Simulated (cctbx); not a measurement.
# Accept or mend?

Cell a = 7.0220 Å, b = 7.0220 Å, c = 5.7510 Å, α = 90.00°, β = 90.00°, γ = 120.00°; space group P6_3/mmc (no. 194). The compound is MgAgBr3.

Simulated single-crystal data (cctbx): Mo Kα, λ = 0.71073 Å, to d = 0.7 Å, 70 % of the full sphere, strongest reflection 20000 counts, noise from counting, a 6 % proportional error and a noise floor of 15 counts (s.d.); no absorption.

An anisotropic refinement with weights 1/σ² prints:

```text
Rint 0.052, 166 unique reflections to 0.70 A
cycle     R1     wR2    GooF  max shift (A)
   1  0.1257  0.3295  11.594   0.00660
   2  0.1268  0.3204  11.273   0.00000
final R1 0.1268 wR2 0.3204 GooF 11.273  parameters 6  data/parameter 27.7
atom        x        y        z      Ueq    occ   su(xyz)  su(Uiso or U11)
Ag1    0.66667  0.33333  0.25000   0.0011  1.000  0.00000  0.0017
Br1    0.31033  0.15516  0.75000   0.0012  1.000  0.00057  0.0017
difference map: max 48.07 min -3.33 rms 1.63
Q1    0.0000  0.0000  0.0000    2   48.07  2.37 A from Br1
Q2    0.3333  0.6667  0.7500    2   10.87  0.00 A from Ag1
Q3    0.1407  0.2814  0.2500    6    9.13  0.18 A from Br1
Q4    0.0260  0.1526  0.7500   12    3.95  1.28 A from Br1
Q5    0.3333  0.6667  0.5153    4    2.39  1.35 A from Ag1
Q6    0.2778  0.5556  0.0000   12    2.03  1.59 A from Ag1
```

**Question.** Can this result stand? If not, what is the likely fault?

Mend it. The fault: an atom left out, Mg at (0, 0, 1/2). Against the right model at the same level, R1 goes from 0.0108 to 0.1268 and GooF from 0.96 to 11.27 and the top difference peak, 48.1 e/Å³, lies 2.37 Å from Br1. Q1 is the missing atom. With scattering power missing, scale and phases suffer, so peaks may also grow on the heavy atoms.

The compound is MgAgBr3. The right model at the same level gives:

```text
Rint 0.052, 166 unique reflections to 0.70 A
cycle     R1     wR2    GooF  max shift (A)
   1  0.0164  0.0441   1.561   0.00035
   2  0.0108  0.0271   0.961   0.00000
final R1 0.0108 wR2 0.0271 GooF 0.961  parameters 8  data/parameter 20.8
atom        x        y        z      Ueq    occ   su(xyz)  su(Uiso or U11)
Ag1    0.66667  0.33333  0.25000   0.0041  1.000  0.00000  0.0001
Br1    0.30930  0.15465  0.75000   0.0039  1.000  0.00005  0.0001
Mg1    0.00000  0.00000  0.50000   0.0076  1.000  0.00000  0.0005
difference map: max 0.57 min -0.75 rms 0.16
Q1    0.0823  0.1646  0.7500    6    0.58  1.63 A from Br1
Q2    0.1730  0.3459  0.0566   12    0.57  1.13 A from Br1
Q3    0.3333  0.6667  0.5318    4    0.57  1.25 A from Ag1
Q4    0.0869  0.3967  0.5651   24    0.52  2.00 A from Br1
Q5    0.3333  0.6667  0.1658    4    0.43  2.23 A from Br1
Q6    0.1974  0.5987  0.2500    6    0.42  1.90 A from Br1
```

Isotropic U is held between 0.0001 and 1 Å² by the program, and listed peak heights are interpolated, so they can pass the grid's maximum.

The model is made up (kin elements in a known structure type, no relaxation), so it says nothing on whether the phase exists.

[Middle refinement cycles are left out of these outputs.]

[Logs are printed without paths, hosts, clocks, repeated set-up lines and the standing remarks that a program may print on its own settings, such as how far it seeks lower states.]
